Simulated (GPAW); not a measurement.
# Polarising 1T-MnSTe monolayer with a field along the normal

The dipole of the cell at several fields, atoms fixed. What does the strongest field give, and what length does the slope stand for?

**Method.** GPAW 26.7.0, plane waves (400 eV), PAW setups, PBE, 9×9 mesh, a dipole layer in the vacuum; geometry relaxed without an applied field with GPAW. The cell's area is 10.89 Å², and e/ε0 = 180.95 V Å.

The runs, one held back:

| field (V/Å) | dipole (e Å) |
| --- | --- |
| −0.2 | −0.1291 |
| −0.1 | −0.0974 |
| −0.05 | −0.0816 |
| 0.05 | −0.0499 |
| 0.1 | −0.0340 |
| 0.2 | −0.0022 |
| 0.3 | ? |

To predict: What is the dipole at 0.3 V/Å?

Worked answer. A line through the 6 points has the slope α = 0.317 e Å per V/Å and the intercept p₀ = −0.0657 e Å (r.m.s. residual 4.3e−05). At 0.3 V/Å it gives p = −0.0657 + 0.317 × 0.3 = 0.0295 e Å; the run gives 0.0296 e Å, so the response stays linear to 0.2 % of the induced part. Dividing by ε0 and the area: α/(ε0 A) = 0.317 × 180.95 / 10.89 = 5.27 Å, against 2.89 Å between the outer nuclei.

Caveats: This is the electronic response alone; ions that move would add to it in polar layers. Spin-polarised runs started from parallel moments; another order may lie lower. Spin-orbit coupling is left out, which matters for the heavier atoms here. Layers with unlike faces were relaxed with their cell in a fully periodic cell without the dipole layer, so their atoms felt a small spurious field.
